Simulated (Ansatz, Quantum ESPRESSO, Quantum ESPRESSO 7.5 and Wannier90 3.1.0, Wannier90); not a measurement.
## Ballistic channels from Wannier functions: straight Mg chain, spacing 3.24 Å

Wanted: localised orbitals and the quantum conductance of this wire: straight Mg chain, spacing 3.24 Å.

Main program and level: Quantum ESPRESSO 7.5 and Wannier90 3.1.0; plane-wave DFT, PBE, GBRV ultrasoft pseudopotentials (cross-check by Ansatz 0.2.0 with PAW datasets).

## Step 1: The structure

The cell holds 1 atom: 1 Mg. Its edges and angles: a = 8.000 Å, b = 8.000 Å, c = 3.240 Å, α = 90.0°, β = 90.0°, γ = 90.0°. Vacuum lies along a and b. The structure's axis is c.

## Step 2: SCF with pw.x

scf.in

```
&control
  prefix = 'scf'
  outdir = './out'
  pseudo_dir = './pseudo'
  calculation = 'scf'
  tprnfor = .true.
/
&system
  ibrav = 0
  nat = 1
  ntyp = 1
  ecutwfc = 34
  ecutrho = 170
  occupations = 'smearing'
  smearing = 'mv'
  degauss = 0.005
/
&electrons
  conv_thr = 1e-07
  mixing_beta = 0.4
  electron_maxstep = 120
  mixing_mode = 'local-TF'
/
ATOMIC_SPECIES
  Mg  24.3050  mg_pbe_v1.4.uspp.F.UPF
CELL_PARAMETERS angstrom
  8.00000000000000 0.00000000000000 0.00000000000000
  0.00000000000000 8.00000000000000 0.00000000000000
  0.00000000000000 0.00000000000000 3.24000000000000
ATOMIC_POSITIONS crystal
  Mg  0.000000000000 0.000000000000 0.000000000000
K_POINTS automatic
  1 1 24 0 0 0
```

Command:

```sh
OMP_NUM_THREADS=1 mpirun -n 2 pw.x -nk 2 -in scf.in > scf.out
```

What it wrote:

```text
Program PWSCF v.7.5 starts
[citation notice left out]

     Parallel version (MPI & OpenMP), running on       2 processor cores
     Number of MPI processes:                 2
     Threads/MPI process:                     1

     MPI processes distributed on     1 nodes
[...]
Current dimensions of program PWSCF are:
     Max number of different atomic species (ntypx) = 10
     Max number of k-points (npk) =  40000
     Max angular momentum in pseudopotentials (lmaxx) =  4
     Message from routine setup:
     using ibrav=0 with symmetry is DISCOURAGED, use correct ibrav instead

     K-points division:     npool     =       2
     Subspace diagonalization in iterative solution of the eigenvalue problem:
     a serial algorithm will be used

     G-vector sticks info
     --------------------
     sticks:   dense  smooth     PW     G-vecs:    dense   smooth      PW
     Sum        3093    2469    733                52445    37523    6049

     Using Slab Decomposition

     bravais-lattice index     =            0
     lattice parameter (alat)  =      15.1178  a.u.
     unit-cell volume          =    1399.3346 (a.u.)^3
     number of atoms/cell      =            1
     number of atomic types    =            1
     number of electrons       =        10.00
     number of Kohn-Sham states=            9
     kinetic-energy cutoff     =      34.0000  Ry
     charge density cutoff     =     170.0000  Ry
     scf convergence threshold =      1.0E-07
     mixing beta               =       0.4000
     number of iterations used =            8  local-TF  mixing
     Exchange-correlation=  SLA  PW   PBX  PBC
                           (   1   4   3   4   0   0   0)

     celldm(1)=  15.117809  celldm(2)=   0.000000  celldm(3)=   0.000000
     celldm(4)=   0.000000  celldm(5)=   0.000000  celldm(6)=   0.000000

     crystal axes: (cart. coord. in units of alat)
               a(1) = (   1.000000   0.000000   0.000000 )
               a(2) = (   0.000000   1.000000   0.000000 )
               a(3) = (   0.000000   0.000000   0.405000 )

     reciprocal axes: (cart. coord. in units 2 pi/alat)
               b(1) = (  1.000000  0.000000  0.000000 )
               b(2) = (  0.000000  1.000000  0.000000 )
               b(3) = (  0.000000  0.000000  2.469136 )

     PseudoPot. # 1 for Mg read from file:
     ./pseudo/mg_pbe_v1.4.uspp.F.UPF
     Pseudo is Ultrasoft, Zval = 10.0
     Generated by new atomic code, or converted to UPF format
     Using radial grid of  821 points,  7 beta functions with:
                l(1) =   0
                l(2) =   0
                l(3) =   0
                l(4) =   1
                l(5) =   1
                l(6) =   2
                l(7) =   2
     Q(r) pseudized with  8 coefficients,  rinner =    1.200   1.200   1.200
                                                       1.200   1.200

     atomic species   valence    mass     pseudopotential
     Mg               10.00    24.30500     Mg( 1.00)

     16 Sym. Ops., with inversion, found

   Cartesian axes

     site n.     atom                  positions (alat units)
         1        Mg     tau(   1) = (   0.0000000   0.0000000   0.0000000  )

     number of k points=    13  Marzari-Vanderbilt smearing, width (Ry)=  0.0050
                       cart. coord. in units 2pi/alat
        k(    1) = (   0.0000000   0.0000000   0.0000000), wk =   0.0833333
        k(    2) = (   0.0000000   0.0000000   0.1028807), wk =   0.1666667
        k(    3) = (   0.0000000   0.0000000   0.2057613), wk =   0.1666667
        k(    4) = (   0.0000000   0.0000000   0.3086420), wk =   0.1666667
        k(    5) = (   0.0000000   0.0000000   0.4115226), wk =   0.1666667
        k(    6) = (   0.0000000   0.0000000   0.5144033), wk =   0.1666667
        k(    7) = (   0.0000000   0.0000000   0.6172840), wk =   0.1666667
        k(    8) = (   0.0000000   0.0000000   0.7201646), wk =   0.1666667
        k(    9) = (   0.0000000   0.0000000   0.8230453), wk =   0.1666667
        k(   10) = (   0.0000000   0.0000000   0.9259259), wk =   0.1666667
[...]
k(   13) = (   0.0000000   0.0000000  -1.2345679), wk =   0.0833333

     Dense  grid:    52445 G-vectors     FFT dimensions: (  64,  64,  25)

     Smooth grid:    37523 G-vectors     FFT dimensions: (  60,  60,  24)

     Estimated max dynamical RAM per process >     119.45 MB

     Estimated total dynamical RAM >     226.10 MB

     Initial potential from superposition of free atoms

     starting charge       9.6998, renormalised to      10.0000

     negative rho (up, down):  1.713E-06 0.000E+00
     Starting wfcs are    5 randomized atomic wfcs +    4 random wfcs

     total cpu time spent up to now is        0.5 secs

     per-process dynamical memory:    33.0 Mb

     Self-consistent Calculation

     iteration #  1     ecut=    34.00 Ry     beta= 0.40
     Davidson diagonalization with overlap
     ethr =  1.00E-02,  avg # of iterations =  8.9

     negative rho (up, down):  9.113E-04 0.000E+00

     total cpu time spent up to now is        1.5 secs

     total energy              =    -125.27655809 Ry
     estimated scf accuracy    <       0.15673795 Ry

     iteration #  2     ecut=    34.00 Ry     beta= 0.40
[...]
negative rho (up, down):  5.655E-03 0.000E+00

[...]
total energy              =    -125.22374837 Ry
     estimated scf accuracy    <       0.08700211 Ry

     iteration #  3     ecut=    34.00 Ry     beta= 0.40
[...]
negative rho (up, down):  5.970E-03 0.000E+00

[...]
total energy              =    -125.23291571 Ry
     estimated scf accuracy    <       0.00937041 Ry

     iteration #  4     ecut=    34.00 Ry     beta= 0.40
[...]
negative rho (up, down):  4.501E-03 0.000E+00

[...]
total energy              =    -125.23230891 Ry
     estimated scf accuracy    <       0.00129894 Ry

     iteration #  5     ecut=    34.00 Ry     beta= 0.40
[...]
Minimization algorithm failed to find Fermi energy: reverting to bisection
     Possible cause: smearing is larger than the electronic band-gap.

     negative rho (up, down):  1.930E-04 0.000E+00

[...]
total energy              =    -125.23229197 Ry
     estimated scf accuracy    <       0.00022226 Ry

     iteration #  6     ecut=    34.00 Ry     beta= 0.40
[...]
negative rho (up, down):  1.333E-05 0.000E+00

[...]
total energy              =    -125.23231323 Ry
     estimated scf accuracy    <       0.00000667 Ry

     iteration #  7     ecut=    34.00 Ry     beta= 0.40
[...]
negative rho (up, down):  2.627E-08 0.000E+00

[...]
total energy              =    -125.23231902 Ry
     estimated scf accuracy    <       0.00000744 Ry

     iteration #  8     ecut=    34.00 Ry     beta= 0.40
[...]
total energy              =    -125.23232075 Ry
     estimated scf accuracy    <       0.00000031 Ry

     iteration #  9     ecut=    34.00 Ry     beta= 0.40
[...]
total energy              =    -125.23232086 Ry
     estimated scf accuracy    <       0.00000017 Ry

     iteration # 10     ecut=    34.00 Ry     beta= 0.40
[...]
End of self-consistent calculation

          k = 0.0000 0.0000 0.0000 (  4647 PWs)   bands (ev):

   -78.6830 -45.4842 -45.4842 -45.3708  -4.9372  -0.9948  -0.9948   0.3327
     1.2690

          k = 0.0000 0.0000 0.1029 (  4679 PWs)   bands (ev):

   -78.6830 -45.4844 -45.4844 -45.3714  -4.9122  -0.9711  -0.9711   0.3573
     1.2938

          k = 0.0000 0.0000 0.2058 (  4663 PWs)   bands (ev):

   -78.6830 -45.4843 -45.4843 -45.3717  -4.8375  -0.8999  -0.8999   0.4310
     1.3682

          k = 0.0000 0.0000 0.3086 (  4683 PWs)   bands (ev):

   -78.6830 -45.4843 -45.4843 -45.3730  -4.7130  -0.7814  -0.7814   0.5535
     1.4922

          k = 0.0000 0.0000 0.4115 (  4675 PWs)   bands (ev):

   -78.6829 -45.4841 -45.4841 -45.3745  -4.5391  -0.6155  -0.6155   0.7240
     1.6658

          k = 0.0000 0.0000 0.5144 (  4679 PWs)   bands (ev):

   -78.6828 -45.4841 -45.4841 -45.3759  -4.3161  -0.4024  -0.4024   0.9407
     1.8889

[...]
the Fermi energy is    -1.4459 ev

!    total energy              =    -125.23232093 Ry
     estimated scf accuracy    <          5.8E-09 Ry
     smearing contrib. (-TS)   =       0.00003127 Ry
     internal energy E=F+TS    =    -125.23235220 Ry

     The total energy is F=E-TS. E is the sum of the following terms:
     one-electron contribution =    -172.45478783 Ry
     hartree contribution      =      81.00011015 Ry
     xc contribution           =     -16.70694787 Ry
     ewald contribution        =     -17.07072665 Ry

     convergence has been achieved in  10 iterations

     Forces acting on atoms (cartesian axes, Ry/au):

     atom    1 type  1   force =     0.00000000    0.00000000    0.00000000

     Total force =     0.000000     Total SCF correction =     0.000000

[...]
=------------------------------------------------------------------------------=
   JOB DONE.
=------------------------------------------------------------------------------=
```

Wall time 8.8 s (2 MPI ranks of Arm Neoverse V1, shared host); peak memory 0.16 GiB.

Numbers from this step:

| Item | Value |
| --- | --- |
| free energy | -1703.8725 eV |
| Fermi energy | -1.446 eV |

The program's own clock; routines nest. Time by routine:

```tsv
routine	wall time (s)	calls
PWSCF	8.31	1
electrons	7.69	1
c_bands	3.05	10
cegterg	2.74	70
h_psi	2.4	285
fftw	2.38	3970
vloc_psi	2.22	285
mix_rho	1.9	10
sum_band	1.5	10
ffts	1.08	1128
newd	0.98	11
init_run	0.41	1
v_of_rho	0.35	11
init_us_2	0.13	154
```

The run needed 10 iterations to bring the estimated error under 1e-07 Ry.

## Step 3: Full uniform mesh without symmetry

Wannier90 needs the states on a whole uniform mesh, listed point by point, without symmetry.

nscf.in

```
&control
  prefix = 'nscf'
  outdir = './out'
  pseudo_dir = './pseudo'
  calculation = 'nscf'
/
&system
  ibrav = 0
  nat = 1
  ntyp = 1
  ecutwfc = 34
  ecutrho = 170
  occupations = 'smearing'
  smearing = 'mv'
  degauss = 0.005
  nosym = .true.
  noinv = .true.
  nbnd = 15
/
&electrons
  conv_thr = 1e-09
  mixing_beta = 0.4
  electron_maxstep = 120
  mixing_mode = 'local-TF'
  diago_full_acc = .true.
/
ATOMIC_SPECIES
  Mg  24.3050  mg_pbe_v1.4.uspp.F.UPF
CELL_PARAMETERS angstrom
  8.00000000000000 0.00000000000000 0.00000000000000
  0.00000000000000 8.00000000000000 0.00000000000000
  0.00000000000000 0.00000000000000 3.24000000000000
ATOMIC_POSITIONS crystal
  Mg  0.000000000000 0.000000000000 0.000000000000
K_POINTS crystal
12
  0.0000000000 0.0000000000 0.0000000000 0.0833333333
  0.0000000000 0.0000000000 0.0833333333 0.0833333333
  0.0000000000 0.0000000000 0.1666666667 0.0833333333
  0.0000000000 0.0000000000 0.2500000000 0.0833333333
  0.0000000000 0.0000000000 0.3333333333 0.0833333333
  0.0000000000 0.0000000000 0.4166666667 0.0833333333
  0.0000000000 0.0000000000 0.5000000000 0.0833333333
  0.0000000000 0.0000000000 0.5833333333 0.0833333333
  0.0000000000 0.0000000000 0.6666666667 0.0833333333
  0.0000000000 0.0000000000 0.7500000000 0.0833333333
  0.0000000000 0.0000000000 0.8333333333 0.0833333333
  0.0000000000 0.0000000000 0.9166666667 0.0833333333
```

Command:

```sh
cp -r out/scf.save out/nscf.save
cp out/scf.xml out/nscf.xml
OMP_NUM_THREADS=1 mpirun -n 2 pw.x -nk 1 -in nscf.in > nscf.out
```

What it wrote:

```text
[banner, memory and clock lines left out]
Program PWSCF v.7.5 starts
[citation notice left out]

[...]
bravais-lattice index     =            0
     lattice parameter (alat)  =      15.1178  a.u.
     unit-cell volume          =    1399.3346 (a.u.)^3
     number of atoms/cell      =            1
     number of atomic types    =            1
     number of electrons       =        10.00
     number of Kohn-Sham states=           15
     kinetic-energy cutoff     =      34.0000  Ry
     charge density cutoff     =     170.0000  Ry
     Exchange-correlation=  SLA  PW   PBX  PBC
                           (   1   4   3   4   0   0   0)

[...]
PseudoPot. # 1 for Mg read from file:
     ./pseudo/mg_pbe_v1.4.uspp.F.UPF
     Pseudo is Ultrasoft, Zval = 10.0
     Generated by new atomic code, or converted to UPF format
     Using radial grid of  821 points,  7 beta functions with:
                l(1) =   0
                l(2) =   0
                l(3) =   0
                l(4) =   1
                l(5) =   1
                l(6) =   2
                l(7) =   2
     Q(r) pseudized with  8 coefficients,  rinner =    1.200   1.200   1.200
                                                       1.200   1.200

     atomic species   valence    mass     pseudopotential
     Mg               10.00    24.30500     Mg( 1.00)

     No symmetry found

[...]
number of k points=    12  Marzari-Vanderbilt smearing, width (Ry)=  0.0050
[...]
Dense  grid:    52445 G-vectors     FFT dimensions: (  64,  64,  25)

     Smooth grid:    37523 G-vectors     FFT dimensions: (  60,  60,  24)

     The potential is recalculated from file :
     ./out/nscf.save/charge-density

     Starting wfcs are    5 randomized atomic wfcs +   10 random wfcs

     Band Structure Calculation
     Davidson diagonalization with overlap

     ethr =  1.00E-11,  avg # of iterations = 50.7

     End of band structure calculation

          k = 0.0000 0.0000 0.0000 (  4647 PWs)   bands (ev):

   -78.6842 -45.4854 -45.4854 -45.3720  -4.9370  -0.9947  -0.9947   0.3326
     1.2690   2.6926   3.1970   3.1970   3.5570   6.4053   6.6389

          k = 0.0000 0.0000 0.2058 (  4663 PWs)   bands (ev):

   -78.6842 -45.4855 -45.4855 -45.3729  -4.8373  -0.8998  -0.8998   0.4309
     1.3682   2.7912   3.2951   3.2951   3.6452   6.1244   6.5011

[...]
the Fermi energy is    -1.4457 ev
     (compare with:    -1.4459 eV, computed in scf)

[...]
```

Elapsed: 6.3 s, on 2 MPI ranks; peak memory 0.12 GiB.

The program's own clock; routines nest. Time by routine:

```tsv
routine	wall time (s)	calls
PWSCF	5.8	1
electrons	5.49	1
c_bands	5.49	1
cegterg	5.29	37
h_psi	4.21	657
vloc_psi	3.95	657
fftw	3.65	9444
init_run	0.21	1
cdiaghg	0.15	620
h_psi:calbec	0.13	657
calbec	0.13	657
add_vuspsi	0.11	657
s_psi	0.1	657
newd	0.09	1
```

[end of part 1 of 5]

[Logs are printed without paths, hosts, clocks, repeated set-up lines and the standing remarks that a program may print on its own settings, such as how far it seeks lower states.]

[Hosts, paths, dates, database ids (printed as entryN), source tags and the programs' standing remarks are cut or masked in the printed files.]

[Maps of the electrostatic potential energy from Ansatz leave out the sawtooth potential of an applied field or a dipole correction, so their vacuum need not be flat; planar profiles and work functions include it.]
